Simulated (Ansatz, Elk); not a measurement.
# Mg5MnZnPt: X-ray structure factors from the self-consistent density

The structure of Mg5MnZnPt used here is made up (a known structure type with other elements) and was relaxed beforehand with PBEsol. The aim is the Fourier transform of its all-electron density, F(hkl), set beside the sum over free spherical atoms that refinements use.

Main program and level: Elk 11.2.3 (patched build); DFT, PBE, all-electron APW+lo, Dirac cores, scalar-relativistic bands, static density, ferromagnetic start.

This account leaves out most program logs.

The structure was built from a prototype and need not be the compound's stable phase.

## 1. The starting structure

The structure is orthorhombic, space group Amm2 (No. 38). Conventional cell: a = 4.674 Å, b = 5.785 Å, c = 10.238 Å, α = 90.00°, β = 90.00°, γ = 90.00°. Nearest to Pt lie 8 Mg at 2.84 to 2.98 Å and 2 Zn at 2.86 Å and 2 Mn at 2.89 Å. Nearest to Zn lie 10 Mg at 2.81 to 3.07 Å and 2 Pt at 2.86 Å. Nearest to Mn lie 10 Mg at 2.84 to 2.98 Å and 2 Pt at 2.89 Å. Mg has 6 Mg at 2.84 to 2.96 Å and 2 Zn at 2.87 Å and 2 Pt at 2.90 to 2.98 Å and 2 Mn at 2.90 to 2.98 Å nearest. Mg has 8 Mg at 2.83 to 3.05 Å and 2 Mn at 2.84 Å and 2 Zn at 2.89 Å nearest. Mg has 2 Zn at 2.81 to 3.07 Å and 6 Mg at 2.83 to 3.05 Å and 2 Pt at 2.84 Å and 2 Mn at 2.88 Å nearest. Farther neighbours are not listed.

## 2. Ground state and structure factors

An all-electron density is needed, since X-rays see the cores too. Task 0 finds the density and task 195 Fourier-transforms it; tshift is off so that phases refer to the origin typed.

Input file elk.in:

```
tasks
  0
  195
  196

xctype
  20

spinpol
  .true.

rgkmax
  7.0

gmaxvr
  14.0

lmaxo
  7

lmaxapw
  8

swidth
  0.002

tshift
  .false.

ramdisk
  .false.

hmaxvr
  5.5

maxscl
  120

epspot
  1e-06

reducebf
  0.8

sppath
  './'

avec
  8.83224461294 -0.00000000000 -0.00000000000
  -0.00000000000 5.46581872363 9.67342765563
  -0.00000000000 -5.46581872363 9.67342765563

atoms
  4
  'Pt.in'
  1
  0.5000000000 0.6637537097 0.6637537097   0.000000 0.000000 0.000000
  'Zn.in'
  1
  0.0000000000 0.8253873669 0.8253873669   0.000000 0.000000 0.000000
  'Mn.in'
  1
  0.5000000000 0.1666750806 0.1666750806   0.000000 0.000000 -0.175000
  'Mg.in'
  5
  0.5000000000 0.6653678518 0.1559053999   0.000000 0.000000 0.000000
  0.5000000000 0.1559053999 0.6653678518   0.000000 0.000000 0.000000
  0.0000000000 0.3237241344 0.3237241344   0.000000 0.000000 0.000000
  0.0000000000 0.8324809782 0.3439054785   0.000000 0.000000 0.000000
  0.0000000000 0.3439054785 0.8324809782   0.000000 0.000000 0.000000

ngridk
  4 4 4
```

Started as:

```
$ OMP_NUM_THREADS=4 elk
```

Wall time 15 min (4 threads of Arm Neoverse V2, shared host); peak memory 0.77 GiB; 56 min of CPU time.

SFACRHO.OUT:

```text

h k l indices transformed by vhmat matrix:
   1.000000000       0.000000000       0.000000000    
   0.000000000       1.000000000       0.000000000    
   0.000000000       0.000000000       1.000000000    

      h      k      l  multipl.   |H|            Re(F)            Im(F)           |F|

      0      0      0      1   0.0000000       193.00000      0.31161958E-16   193.00000    
      0      1      1      1  0.64953040      -50.372945       54.189354       73.985943    
      0     -1     -1      1  0.64953040      -50.372945      -54.189354       73.985943    
      0      0     -1      2  0.66017712      -18.905217       59.908097       62.820278    
      0      1      0      2  0.66017712      -18.905217      -59.908097       62.820278    
      1      0      0      2  0.71139168      -58.189912      0.13744658E-13   58.189912    
      1     -1     -1      2  0.96331088       22.773597       75.217928       78.589907    
     -1      1      1      2  0.96331088       22.773597      -75.217928       78.589907    
      1      1      0      4  0.97052148       32.557584       27.432775       42.574093    
      1     -1      0      4  0.97052148       32.557584      -27.432775       42.574093    
      0     -1     -2      2   1.1311999       32.412941       2.8941681       32.541896    
      0      1      2      2   1.1311999       32.412941      -2.8941681       32.541896    
      0     -1      1      2   1.1495415       86.322045     -0.10936308E-13   86.322045    
      0     -2     -2      1   1.2990608      -78.570574       39.696737       88.029348    
      0      2      2      1   1.2990608      -78.570574      -39.696737       88.029348    
      0      2      0      2   1.3203542      -75.074817       48.472527       89.363382    
      0     -2      0      2   1.3203542      -75.074817      -48.472527       89.363382    
      1      2      1      4   1.3362977      -62.159254       5.5322695       62.404959
```

Elk indexes on the primitive cell of elk.in and gives |H| = 4π sin θ/λ in inverse bohr. Below, one row stands for each form hkl of the conventional cell (m members, Friedel mates merged), F is for one primitive cell and the density is static (no thermal factor). Free-atom factors are Waasmaier and Kirfel's, and R is Σm||F|−|F'||/Σm|F|.

| hkl | m | sin θ/λ (Å⁻¹) | abs F, DFT | neutral atoms | diff. | abs of complex diff. |
| --- | --- | --- | --- | --- | --- | --- |
| 002 | 2 | 0.098 | 73.986 | 73.794 | +0.192 | 0.201 |
| 011 | 4 | 0.099 | 62.820 | 63.089 | -0.269 | 0.269 |
| 100 | 2 | 0.107 | 58.190 | 57.971 | +0.218 | 0.218 |
| 102 | 4 | 0.145 | 78.590 | 78.588 | +0.002 | 0.058 |
| 111 | 8 | 0.146 | 42.574 | 42.716 | -0.142 | 0.151 |
| 013 | 4 | 0.170 | 32.542 | 32.621 | -0.079 | 0.101 |
| 020 | 2 | 0.173 | 86.322 | 86.389 | -0.067 | 0.067 |
| 004 | 2 | 0.195 | 88.029 | 88.342 | -0.313 | 0.317 |
| 022 | 4 | 0.199 | 89.363 | 89.715 | -0.352 | 0.373 |
| 113 | 8 | 0.201 | 62.405 | 62.643 | -0.238 | 0.239 |
| 120 | 4 | 0.203 | 51.991 | 52.055 | -0.064 | 0.064 |
| 200 | 2 | 0.214 | 149.293 | 150.214 | -0.921 | 0.921 |
| 104 | 4 | 0.223 | 130.187 | 131.112 | -0.925 | 0.927 |
| 122 | 8 | 0.226 | 129.037 | 129.849 | -0.812 | 0.821 |
| 202 | 4 | 0.235 | 62.474 | 62.738 | -0.265 | 0.277 |
| 211 | 8 | 0.236 | 54.933 | 55.254 | -0.322 | 0.326 |
| 015 | 4 | 0.259 | 51.560 | 51.842 | -0.282 | 0.297 |
| 024 | 4 | 0.261 | 49.585 | 49.730 | -0.144 | 0.201 |

## 3. The magnetisation density

The same run holds the spin density, and task 196 transforms it. The order is that of the start, and no other was tried.

SFACMAG_1.OUT:

```text

h k l indices transformed by vhmat matrix:
   1.000000000       0.000000000       0.000000000    
   0.000000000       1.000000000       0.000000000    
   0.000000000       0.000000000       1.000000000    

      h      k      l  multipl.   |H|            Re(F)            Im(F)           |F|

      0      0      0      1   0.0000000       3.2164166      0.30701763E-17   3.2164166    
      0      1      1      1  0.64953040      -1.5681540       2.8477588       3.2509748    
      0     -1     -1      1  0.64953040      -1.5681540      -2.8477588       3.2509748    
      0      0     -1      2  0.66017712       1.5928377      -2.6925507       3.1284120    
      0      1      0      2  0.66017712       1.5928377       2.6925507       3.1284120    
      1      0      0      2  0.71139168      -3.1650109      0.36839363E-15   3.1650109    
      1     -1     -1      2  0.96331088       1.4739868       2.5527823       2.9477678    
     -1      1      1      2  0.96331088       1.4739868      -2.5527823       2.9477678    
      1      1      0      4  0.97052148      -1.4424772      -2.4171269       2.8148256    
      1     -1      0      4  0.97052148      -1.4424772       2.4171269       2.8148256    
      0     -1     -2      2   1.1311999      -2.5984312     -0.10725614E-01   2.5984533    
      0      1      2      2   1.1311999      -2.5984312      0.10725614E-01   2.5984533    
      0     -1      1      2   1.1495415       2.5346885     -0.98295446E-16   2.5346885    
      0     -2     -2      1   1.2990608      -1.1158114       2.0105967       2.2994639    
      0      2      2      1   1.2990608      -1.1158114      -2.0105967       2.2994639    
      0      2      0      2   1.3203542      -1.1251937       2.0198262       2.3120897
```

The total moment is 3.22 μB a cell; sphere moments: Pt1 0.00, Zn2 -0.01, Mn3 +3.44, Mg4 -0.03, Mg5 -0.03, Mg6 -0.03, Mg7 -0.02, Mg8 -0.02 μB. Polarised neutrons measure spin and orbital magnetisation together; without spin-orbit coupling the run gives the spin part. With nearly all of the moment on one atom, abs F_M/F_M(0) is close to a form factor, set here beside ⟨j0⟩ of the free Mn2+ ion, taken for comparison since the valence isn't defined:

| hkl | sin θ/λ (Å⁻¹) | abs F_M (μB) | F_M/F_M(0) | ⟨j0⟩ |
| --- | --- | --- | --- | --- |
| 002 | 0.098 | 3.251 | 1.011 | 0.901 |
| 011 | 0.099 | 3.128 | 0.973 | 0.898 |
| 100 | 0.107 | 3.165 | 0.984 | 0.882 |
| 102 | 0.145 | 2.948 | 0.916 | 0.798 |
| 111 | 0.146 | 2.815 | 0.875 | 0.796 |
| 013 | 0.170 | 2.598 | 0.808 | 0.735 |
| 020 | 0.173 | 2.535 | 0.788 | 0.728 |
| 004 | 0.195 | 2.299 | 0.715 | 0.670 |
| 022 | 0.199 | 2.312 | 0.719 | 0.662 |
| 113 | 0.201 | 2.262 | 0.703 | 0.656 |
| 120 | 0.203 | 2.257 | 0.702 | 0.650 |
| 200 | 0.214 | 2.043 | 0.635 | 0.622 |
| 104 | 0.223 | 2.039 | 0.634 | 0.600 |
| 122 | 0.226 | 2.067 | 0.643 | 0.593 |

## 4. The highest occupied states alone

An energy window below the Fermi level keeps the highest occupied states, to see at which angles they scatter; shallow core shells can lie inside it and anion s states outside. No new self-consistency is needed.

Edit elk.in of step 2 so:

```diff
@@ -1,5 +1,3 @@
 tasks
-  0
   195
-  196
 
@@ -44,2 +42,5 @@
 
+wsfac
+  -0.160390 0.507100
+
 sppath
```

Started as:

```
$ OMP_NUM_THREADS=4 elk
```

Run time: 24 s. Hardware: 4 threads; peak memory 0.37 GiB.

States within 10 eV below the Fermi level hold 39.00 electrons; any levels below the window count with the cores. Their amplitudes can exceed the total, where window and core parts have opposite phase:

| hkl | sin θ/λ (Å⁻¹) | abs F, window | abs F, all |
| --- | --- | --- | --- |
| 002 | 0.098 | 11.592 | 73.986 |
| 011 | 0.099 | 10.673 | 62.820 |
| 100 | 0.107 | 1.656 | 58.190 |
| 102 | 0.145 | 15.073 | 78.590 |
| 111 | 0.146 | 8.162 | 42.574 |
| 013 | 0.170 | 7.322 | 32.542 |
| 020 | 0.173 | 15.988 | 86.322 |
| 004 | 0.195 | 6.185 | 88.029 |
| 022 | 0.199 | 7.467 | 89.363 |
| 113 | 0.201 | 7.778 | 62.405 |

## 5. Another functional

The difference from free atoms is small, so it is set against the change that LDA (Perdew-Wang) makes.

Edit elk.in of step 4 so:

```diff
@@ -1,6 +1,8 @@
 tasks
+  0
   195
+  196
 
 xctype
-  20
+  3
 
@@ -42,5 +44,2 @@
 
-wsfac
-  -0.160390 0.507100
-
 sppath
```

Started as:

```
$ OMP_NUM_THREADS=4 elk
```

Elapsed: 7.6 min, on 4 threads; peak memory 0.53 GiB.

Against the first run R = 0.04 %; the largest change is -0.120 at 040. The moment goes from 3.22 to 3.14 μB.

## 6. Basis size

A smaller basis shows how fast F responds to it; the change is likely larger than the basis error of the first run, but doesn't show convergence.

Edit elk.in of step 5 so:

```diff
@@ -6,3 +6,3 @@
 xctype
-  3
+  20
 
@@ -12,3 +12,3 @@
 rgkmax
-  7.0
+  5.5
```

Started as:

```
$ OMP_NUM_THREADS=4 elk
```

Wall time 4.7 min (4 threads); peak memory 0.74 GiB.

The run was cut off at its time limit.

## 7. Settings against the effect

| run | R against the first run (%) | R against neutral atoms, low angle (%) | wall time |
| --- | --- | --- | --- |
| PBE, rgkmax 7 | 0.00 | 0.41 | 15 min |
| LDA (Perdew-Wang) | 0.04 | 0.42 | 7.6 min |

## 8. Results

```yaml
r_against_neutral_atoms_sin_theta_lambda_0p3_a_minus1: 0.41 %
r_against_neutral_atoms_0p3_to_0p57_a_minus1: 0.11 %
magnetic_form_factor_over_free_ion_j0_0p12_to_0p35_a_minus1: 1.03
```

In words: Independent neutral atoms miss the calculated amplitudes by R = 0.41 % below 0.3 Å⁻¹ and 0.11 % from there to 0.57 Å⁻¹; by shells, 0.26 % below 0.15 Å⁻¹ (5 forms), 0.43 % 0.15 to 0.3 (23 forms), 0.11 % 0.3 to 0.45 (49 forms), 0.10 % above 0.45 (72 forms). Bonding, aspherical density and the tables' own atoms all enter these figures, and the runs don't part them. The largest change of an amplitude is -0.93 electrons, at 104. R counts amplitudes alone; phases shift too. The relaxation gave a moment of 3.49 μB against 3.22 μB here, so the moment isn't settled. The magnetic order is that of the start. No other order was tried here, and an antiferromagnetic one would change or move the magnetic intensity. Between 0.12 and 0.35 Å⁻¹ the magnetic form factor is 1.03 times the free-ion one. The sphere holds 3.44 of the 3.22 μB; that share, the choice of ion, the size of the d shell and its asphericity all move this ratio. The window's part falls from 39.0 electrons at the origin to at most 3.99 between 0.45 and 0.57 Å⁻¹, where compact states inside the window still scatter. Below 0.3 Å⁻¹ the changes that finished (LDA (Perdew-Wang)) move F by R = 0.02 % at most, against the 0.41 % that separates it from free atoms. The magnetic factors move by R = 4.1 % (LDA (Perdew-Wang)), so they aren't settled to better than that. The basis has no finished test. The k-mesh has no finished test. Spin-orbit coupling is left out, which can matter for elements this heavy. Part of the difference isn't bonding: the tables are fits to free atoms and ions calculated by other methods than this functional. Thermal motion, anomalous dispersion and extinction are left out.

[Logs are printed without paths, hosts, clocks, repeated set-up lines and the standing remarks that a program may print on its own settings, such as how far it seeks lower states.]

[Hosts, paths, dates, database ids (printed as entryN), source tags and the programs' standing remarks are cut or masked in the printed files.]
